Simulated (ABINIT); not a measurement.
# CsMgF3 (Pm-3m): G0W0 with and without spin-orbit coupling

Is the spin-orbit change of the gap of CsMgF3 (Pm-3m) the same in DFT and in GW?

Program: ABINIT 10.8.3. Level of theory: PBEsol and many-body steps on it, plane waves. Results are calculated unless marked as measured.

### 1. Starting point

Symmetry: Pm-3m, No. 221, cubic system. The conventional cell has a = 4.252 Å, b = 4.252 Å, c = 4.252 Å, α = 90.00°, β = 90.00°, γ = 90.00°. Cs has 12 F at 3.01 Å nearest. Mg has 6 F at 2.13 Å nearest. F has 2 Mg at 2.13 Å and 4 Cs at 3.01 Å nearest. Farther neighbours and most contacts between anions are not listed.

The cell and positions are those that the Materials Project relaxed with its own functionals (PBE, PBE+U or r2SCAN), kept fixed. Spin-orbit coupling is left out unless a step names it.

### 2. Empty states on the mesh, 2×2×2 mesh, 61 bands

This step: ABINIT 10.8.3; DFT, PBEsol, plane waves, norm-conserving pseudopotentials.

The sums over transitions need many empty states on a uniform mesh; this step solves for them.

run.abi reads:

```
acell 3*1.0 Angstrom
rprim 
  4.252307000000 0.000000000000 0.000000000000
  0.000000000000 4.252307000000 0.000000000000
  0.000000000000 0.000000000000 4.252307000000
ntypat 3
znucl 55 12 9
natom 5
typat 1 2 3 3 3
xred 
  0.000000000000 0.000000000000 0.000000000000
  0.500000000000 0.500000000000 0.500000000000
  0.000000000000 0.500000000000 0.500000000000
  0.500000000000 0.000000000000 0.500000000000
  0.500000000000 0.500000000000 0.000000000000
pp_dirpath "pseudos"
pseudos "Cs.upf, Mg.upf, F.upf"
ecut 38
ngkpt 2 2 2
nshiftk 1
shiftk 0 0 0
kptopt 1
chksymbreak 0
iscf -2
irdden 1
istwfk *1
nband 61
nbdbuf 4
tolwfr 1e-09
nstep 60
prtvol 0
indata_prefix "in"
outdata_prefix "out"
tmpdata_prefix "tmp"
```

Command:

```sh
$ OMP_NUM_THREADS=1 mpirun -n 4 abinit run.abi > log
```

Numbers of over 12 decimals in the logs are rounded to 6 here.

Log:

```text
.Version 10.8.3 of ABINIT. v10.8.2 released Aug 2026.

 Symmetries : space group Pm -3 m (#221); Bravais cP (primitive cubic)
[... echo of the input left out ...]
== DATASET  1 ==================================================================
-   mpi_nproc: 4, omp_nthreads: 1 (-1 if OMP is not activated)

--- !DatasetInfo
iteration_state: {dtset: 1, }
dimensions: {natom: 5, nkpt: 4, mband: 61, nsppol: 1, nspinor: 1, nspden: 1, mpw: 5846, }
cutoff_energies: {ecut:  38.0, pawecutdg:  -1.0, }
[...]
0.89147    0.89147    0.94918    0.94918    0.94918    0.96000    0.96000    0.96000
   1.02126    1.02681    1.02681    1.15105    1.15105    1.17815    1.17815    1.17815
   1.18269    1.23915    1.23915    1.23915    1.39890
 prteigrs : prtvol=0 or 1, do not print more k-points.

== END DATASET(S) ==============================================================
================================================================================

 -outvars: echo values of variables after computation  --------
            nband          61
             nkpt           4
          spgroup         221
 [... the other variables as echoed above ...]

 Calculation completed.
```

Wall time 12 s (4 MPI ranks of Arm Neoverse V2, shared host); peak memory 0.3 GiB.

This step gave:

* gap: 6.549 eV
* k of the valence top: 0, 0, 0
* k of the conduction bottom: 0, 0, 0
* least direct gap: 6.549 eV
* k points computed: 4
* lowest point of the top converged band, above the valence top: 30.38 eV

On this mesh the gap is 6.549 eV.

The density comes from a self-consistent run that is not shown.

### 3. Screening, 2×2×2 mesh, 57 bands, screening to 98 eV

The RPA dielectric matrix is built and inverted for each q.

This step: RPA screening on PBEsol, plane waves, norm-conserving pseudopotentials.

run.abi, as its differences from that of step 2:

```diff
@@ -23,10 +23,11 @@
 chksymbreak 0
-iscf -2
-irdden 1
 istwfk *1
-nband 61
-nbdbuf 4
-tolwfr 1e-09
-nstep 60
-prtvol 0
+occopt 1
+irdwfk 1
+optdriver 3
+nband 57
+ecuteps 3.6
+inclvkb 0
+awtr 1
+symchi 1
 indata_prefix "in"
```

Log:

```text
.Version 10.8.3 of ABINIT. v10.8.2 released Aug 2026.

 Symmetries : space group Pm -3 m (#221); Bravais cP (primitive cubic)
[... echo of the input left out ...]
== DATASET  1 ==================================================================
-   mpi_nproc: 4, omp_nthreads: 1 (-1 if OMP is not activated)

--- !DatasetInfo
iteration_state: {dtset: 1, }
dimensions: {natom: 5, nkpt: 4, mband: 57, nsppol: 1, nspinor: 1, nspden: 1, mpw: 5846, }
cutoff_energies: {ecut:  38.0, pawecutdg:  -1.0, }
electrons: {nelect:   4.00000000E+01, charge:   0.00000000E+00, occopt:   1.00000000E+00, tsmear:   1.00000000E-02, }

 SCREENING: Calculation of the susceptibility and dielectric matrices

 Based on a program developped by R.W. Godby, V. Olevano, G. Onida, and L. Reining.
 Incorporated in ABINIT by V. Olevano, G.-M. Rignanese, and M. Torrent.
.Using double precision arithmetic ; gwpc =  8

[... cell and pseudopotentials left out ...]
--------------------------------------------------------------------------------

 ==== K-mesh for the wavefunctions ====
 Number of points in the irreducible wedge :     4
[... list of points left out ...]
 Together with 48 symmetry operations and time-reversal symmetry
 yields     8 points in the full Brillouin Zone.

 ==== Q-mesh for the screening function ====
 Number of points in the irreducible wedge :     4
[... list of points left out ...]
 Together with 48 symmetry operations and time-reversal symmetry
 yields     8 points in the full Brillouin Zone.

 setmesh: FFT mesh size selected  =    30x   30x   30
          total number of points  =        27000

 vcoul_init : cutoff-mode = AUXILIARY_FUNCTION
 q-points for optical limit:   1
     1)      0.000010    0.000020    0.000030

- screening: taking advantage of time-reversal symmetry
- Maximum band index for partially occupied states nbvw = 20
- Remaining bands to be divided among processors   nbcw = 37
- Number of bands treated by each node ~9

 Number of electrons calculated from density =   40.0000; Expected =   40.0000
 average of density, n =  0.077088
 r_s =    1.4576
 omega_plasma =   26.7825 [eV]

 calculating chi0 at frequencies [eV] :
  1    0.000000E+00    0.000000E+00
  2    0.000000E+00    2.678245E+01

--------------------------------------------------------------------------------
  q-point number  1        q = ( 0.000000, 0.000000, 0.000000) [r.l.u.]
--------------------------------------------------------------------------------
[... chi0 elements left out ...]
 For q-point:  0.000010 0.000020 0.000030
  dielectric constant =   2.7311
  dielectric constant without local fields =   2.9344

  Average fulfillment of the sum rule on Im[epsilon] for q-point    1 :     26.66  [%]
[... wings left out ...]
  q-point number  2        q = ( 0.500000, 0.000000, 0.000000) [r.l.u.]
--------------------------------------------------------------------------------
[... chi0 elements left out ...]
  Average fulfillment of the sum rule on Im[epsilon] for q-point    2 :     35.19  [%]

 [... 2 further q-points ...]
```

Wall time 3.9 s (4 MPI ranks); peak memory 0.55 GiB; 15 s of CPU time.

This step gave:

| Quantity | Value |
| --- | --- |
| ε∞ with local fields, on this mesh, along the program's q direction | 2.731 |
| the same without local fields | 2.934 |
| plasma frequency | 26.78 eV |
| plane waves in the screening matrix | 171 |

Local fields lower ε∞ by 7 %. On a Γ-centred mesh this coarse the value itself is usually too large, while a short band sum pulls it down.

### 4. Scalar-relativistic

The self-energy is evaluated for the states that the input lists, and the levels follow from it, in one-shot runs by the linearised quasiparticle equation.

This step: G0W0 on PBEsol, plane waves, norm-conserving pseudopotentials.

run.abi, as its differences from that of step 3:

```diff
@@ -26,8 +26,15 @@
 irdwfk 1
-optdriver 3
+optdriver 4
 nband 57
+gwcalctyp 0
+ecutsigx 38
+symsigma 1
+nkptgw 1
+kptgw 
+  0.0000000000 0.0000000000 0.0000000000
+bdgw 
+  18 23
 ecuteps 3.6
-inclvkb 0
-awtr 1
-symchi 1
+irdscr 1
+ppmodel 1
 indata_prefix "in"
```

Log:

```text
.Version 10.8.3 of ABINIT. v10.8.2 released Aug 2026.

 Symmetries : space group Pm -3 m (#221); Bravais cP (primitive cubic)
[... echo of the input left out ...]
== DATASET  1 ==================================================================
-   mpi_nproc: 4, omp_nthreads: 1 (-1 if OMP is not activated)

--- !DatasetInfo
iteration_state: {dtset: 1, }
dimensions: {natom: 5, nkpt: 4, mband: 57, nsppol: 1, nspinor: 1, nspden: 1, mpw: 5846, }
cutoff_energies: {ecut:  38.0, pawecutdg:  -1.0, }
electrons: {nelect:   4.00000000E+01, charge:   0.00000000E+00, occopt:   1.00000000E+00, tsmear:   1.00000000E-02, }

 SIGMA: Calculation of the GW corrections

 Based on a program developped by R.W. Godby, V. Olevano, G. Onida, and L. Reining.
 Incorporated in ABINIT by V. Olevano, G.-M. Rignanese, and M. Torrent.
.Using double precision arithmetic ; gwpc =  8

[... cell and pseudopotentials left out ...]
--------------------------------------------------------------------------------

 ==== K-mesh for the wavefunctions ====
 Number of points in the irreducible wedge :     4
[... list of points left out ...]
 Together with 48 symmetry operations and time-reversal symmetry
 yields     8 points in the full Brillouin Zone.

 ==== Q-mesh for screening function ====
 Number of points in the irreducible wedge :     4
[... list of points left out ...]
 Together with 48 symmetry operations and time-reversal symmetry
 yields     8 points in the full Brillouin Zone.

 vcoul_init : cutoff-mode = AUXILIARY_FUNCTION
 q-points for optical limit:   1
     1)      0.000010    0.000020    0.000030
 setmesh: FFT mesh size selected  =    45x   45x   45
          total number of points  =        91125

 Number of electrons calculated from density =   40.0000; Expected =   40.0000
 average of density, n =  0.077088
 r_s =    1.4576
 omega_plasma =   26.7825 [eV]

 === KS Band Gaps ===
  >>>> For spin  1
   Minimum direct gap =   6.5488 [eV], located at k-point      :   0.0000  0.0000  0.0000
   Fundamental gap    =   6.5488 [eV], Top of valence bands at :   0.0000  0.0000  0.0000
                                       Bottom of conduction at :   0.0000  0.0000  0.0000
 SIGMA fundamental parameters:
 PLASMON POLE MODEL  1
 number of plane-waves for SigmaX                 5743
 number of plane-waves for SigmaC and W            171
 number of plane-waves for wavefunctions          5743
 number of bands                                    57
 number of independent spin polarizations            1
 number of spinorial components                      1
 number of k-points in IBZ                           4
 number of q-points in IBZ                           4
 number of symmetry operations                      48
 number of k-points in BZ                            8
 number of q-points in BZ                            8
 number of frequencies for dSigma/dE                 9
 frequency step for dSigma/dE [eV]                0.25
 number of omega for Sigma on real axis              0
 max omega for Sigma on real axis  [eV]           0.00
 zcut for avoiding poles [eV]                     0.10

 EPSILON^-1 parameters (SCR file):
 dimension of the eps^-1 matrix on file            171
 dimension of the eps^-1 matrix used               171
 number of plane-waves for wavefunctions          5743
 number of bands                                    57
 number of q-points in IBZ                           4
 number of frequencies                               2
 number of real frequencies                          1
 number of imag frequencies                          1

 matrix elements of self-energy operator (all in [eV])

 Perturbative Calculation

--- !SelfEnergy_ee
iteration_state: {dtset: 1, }
kpoint     : [   0.000,    0.000,    0.000, ]
spin       : 1
KS_gap     :    6.549
QP_gap     :    9.961
Delta_QP_KS:    3.412
data: !SigmaeeData |
     Band     E0 <VxcDFT>   SigX SigC(E0)      Z dSigC/dE  Sig(E)    E-E0       E
       18   0.877 -21.454 -28.389   5.014   0.806  -0.240 -23.003  -1.549  -0.672
       19   0.877 -21.454 -28.389   5.014   0.806  -0.240 -23.003  -1.549  -0.672
       20   0.877 -21.454 -28.389   5.014   0.806  -0.240 -23.003  -1.549  -0.672
       21   7.426 -10.873  -5.966  -2.784   0.878  -0.139  -9.010   1.864   9.290
       22   9.396  -8.837  -4.153  -2.732   0.877  -0.140  -7.124   1.713  11.108
       23   9.396  -8.837  -4.153  -2.732   0.877  -0.140  -7.124   1.713  11.108

== END DATASET(S) ==============================================================
================================================================================

 -outvars: echo values of variables after computation  --------
           etotal      0.0000000000E+00
            nband          57
             nkpt           4
          spgroup         221
 [... the other variables as echoed above ...]

 Calculation completed.
```

The job ended after 3.5 s (4 MPI ranks; peak memory 0.68 GiB; 14 s of CPU time).

This step gave:

```yaml
g0w0_gap_on_the_points_computed: 9.962 eV
starting_gap_on_the_mesh: 6.549 eV
k_of_the_valence_top: 0, 0, 0
k_of_the_conduction_bottom: 0, 0, 0
z_at_the_valence_top: 0.806
z_at_the_conduction_bottom: 0.878
least_direct_g0w0_gap_on_the_computed_points: 9.962 eV
```

The gap on the mesh goes from 6.55 eV to 9.96 eV, a correction of +3.41 eV.

### 5. Empty states on the mesh, 2×2×2 mesh, 124 bands

This step: DFT, PBEsol with spin-orbit coupling, plane waves, norm-conserving pseudopotentials.

run.abi, as its differences from that of step 4:

```diff
@@ -18,2 +18,3 @@
 ecut 38
+nspinor 2
 ngkpt 2 2 2
@@ -23,18 +24,10 @@
 chksymbreak 0
+iscf -2
+irdden 1
 istwfk *1
-occopt 1
-irdwfk 1
-optdriver 4
-nband 57
-gwcalctyp 0
-ecutsigx 38
-symsigma 1
-nkptgw 1
-kptgw 
-  0.0000000000 0.0000000000 0.0000000000
-bdgw 
-  18 23
-ecuteps 3.6
-irdscr 1
-ppmodel 1
+nband 124
+nbdbuf 10
+tolwfr 1e-09
+nstep 60
+prtvol 0
 indata_prefix "in"
```

Log:

```text
.Version 10.8.3 of ABINIT. v10.8.2 released Aug 2026.

 Symmetries : space group Pm -3 m (#221); Bravais cP (primitive cubic)
[... echo of the input left out ...]
== DATASET  1 ==================================================================
-   mpi_nproc: 4, omp_nthreads: 1 (-1 if OMP is not activated)

--- !DatasetInfo
iteration_state: {dtset: 1, }
dimensions: {natom: 5, nkpt: 4, mband: 124, nsppol: 1, nspinor: 2, nspden: 1, mpw: 5846, }
cutoff_energies: {ecut:  38.0, pawecutdg:  -1.0, }
[...]
1.15110    1.15110    1.16988    1.16988    1.18235    1.18235    1.18235    1.18235
   1.18257    1.18257    1.23833    1.23833    1.23833    1.23833    1.24173    1.24173
   1.39848    1.39848    1.39860    1.39991
 prteigrs : prtvol=0 or 1, do not print more k-points.

== END DATASET(S) ==============================================================
================================================================================

 -outvars: echo values of variables after computation  --------
            nband         124
             nkpt           4
          spgroup         221
 [... the other variables as echoed above ...]

 Calculation completed.
```

The job ended after 75 s (4 MPI ranks; peak memory 0.46 GiB; 5 min of CPU time).

Numbers from this step:

```yaml
gap: 6.421 eV
k_of_the_valence_top: 0, 0, 0
k_of_the_conduction_bottom: 0, 0, 0
least_direct_gap: 6.421 eV
k_points_computed: 4
lowest_point_of_the_top_converged_band_above_the_valence_top: 30.25 eV
```

On this mesh the gap is 6.421 eV.

The density comes from a self-consistent run that is not shown, made with spin-orbit coupling and fully relativistic files.

### 6. Screening, 2×2×2 mesh, 114 bands, screening to 98 eV

This step: RPA screening on PBEsol with spin-orbit coupling, plane waves, norm-conserving pseudopotentials.

run.abi, as its differences from that of step 5:

```diff
@@ -24,10 +24,11 @@
 chksymbreak 0
-iscf -2
-irdden 1
 istwfk *1
-nband 124
-nbdbuf 10
-tolwfr 1e-09
-nstep 60
-prtvol 0
+occopt 1
+irdwfk 1
+optdriver 3
+nband 114
+ecuteps 3.6
+inclvkb 0
+awtr 1
+symchi 1
 indata_prefix "in"
```

Log:

```text
.Version 10.8.3 of ABINIT. v10.8.2 released Aug 2026.

 Symmetries : space group Pm -3 m (#221); Bravais cP (primitive cubic)
[... echo of the input left out ...]
== DATASET  1 ==================================================================
-   mpi_nproc: 4, omp_nthreads: 1 (-1 if OMP is not activated)

--- !DatasetInfo
iteration_state: {dtset: 1, }
dimensions: {natom: 5, nkpt: 4, mband: 114, nsppol: 1, nspinor: 2, nspden: 1, mpw: 5846, }
cutoff_energies: {ecut:  38.0, pawecutdg:  -1.0, }
electrons: {nelect:   4.00000000E+01, charge:   0.00000000E+00, occopt:   1.00000000E+00, tsmear:   1.00000000E-02, }

 SCREENING: Calculation of the susceptibility and dielectric matrices

 Based on a program developped by R.W. Godby, V. Olevano, G. Onida, and L. Reining.
 Incorporated in ABINIT by V. Olevano, G.-M. Rignanese, and M. Torrent.
.Using double precision arithmetic ; gwpc =  8

[... cell and pseudopotentials left out ...]
--------------------------------------------------------------------------------

 ==== K-mesh for the wavefunctions ====
 Number of points in the irreducible wedge :     4
[... list of points left out ...]
 Together with 48 symmetry operations and time-reversal symmetry
 yields     8 points in the full Brillouin Zone.

 ==== Q-mesh for the screening function ====
 Number of points in the irreducible wedge :     4
[... list of points left out ...]
 Together with 48 symmetry operations and time-reversal symmetry
 yields     8 points in the full Brillouin Zone.

 setmesh: FFT mesh size selected  =    30x   30x   30
          total number of points  =        27000

 vcoul_init : cutoff-mode = AUXILIARY_FUNCTION
 q-points for optical limit:   1
     1)      0.000010    0.000020    0.000030

- screening: taking advantage of time-reversal symmetry
- Maximum band index for partially occupied states nbvw = 40
- Remaining bands to be divided among processors   nbcw = 74
- Number of bands treated by each node ~18

 Number of electrons calculated from density =   40.0000; Expected =   40.0000
 average of density, n =  0.077088
 r_s =    1.4576
 omega_plasma =   26.7825 [eV]

 calculating chi0 at frequencies [eV] :
  1    0.000000E+00    0.000000E+00
  2    0.000000E+00    2.678245E+01

--------------------------------------------------------------------------------
  q-point number  1        q = ( 0.000000, 0.000000, 0.000000) [r.l.u.]
--------------------------------------------------------------------------------
[... chi0 elements left out ...]
 For q-point:  0.000010 0.000020 0.000030
  dielectric constant =   2.7370
  dielectric constant without local fields =   2.9403

  Average fulfillment of the sum rule on Im[epsilon] for q-point    1 :     26.67  [%]
[... wings left out ...]
  q-point number  2        q = ( 0.500000, 0.000000, 0.000000) [r.l.u.]
--------------------------------------------------------------------------------
[... chi0 elements left out ...]
  Average fulfillment of the sum rule on Im[epsilon] for q-point    2 :     35.23  [%]

 [... 2 further q-points ...]
```

The job ended after 16 s (4 MPI ranks; peak memory 1.3 GiB; 65 s of CPU time).

Numbers from this step:

```
ε∞ with local fields, on this mesh, along the program's q direction : 2.737
the same without local fields                                       : 2.940
plasma frequency                                                    : 26.78 eV
plane waves in the screening matrix                                 : 171
```

(Part 1 of 2 ends here.)

[Paths, hosts, dates, memory and timing lines, banners, echoed tables and standing remarks are left out of the program output.]

[Logs are printed without paths, hosts, clocks, repeated set-up lines and the standing remarks that a program may print on its own settings, such as how far it seeks lower states.]

[Runs of the session that timed out or met a known fault of the program may be left out.]

[No measured gap is set beside runs whose start may be inverted or whose files or cutoffs have a known fault.]

[Hosts, paths, dates, database ids (printed as entryN), source tags and the programs' standing remarks are cut or masked in the printed files.]

[G0W0 gaps are taken among the corrected bands and points alone; a level outside them can change the order at an edge.]

[Where Ansatz stands beside ABINIT at settings called matched, ABINIT's density can come from a denser mesh and the files from another edition; pairs whose starting gaps differed by over 0.03 eV were left out, so agreement reads better than it is.]
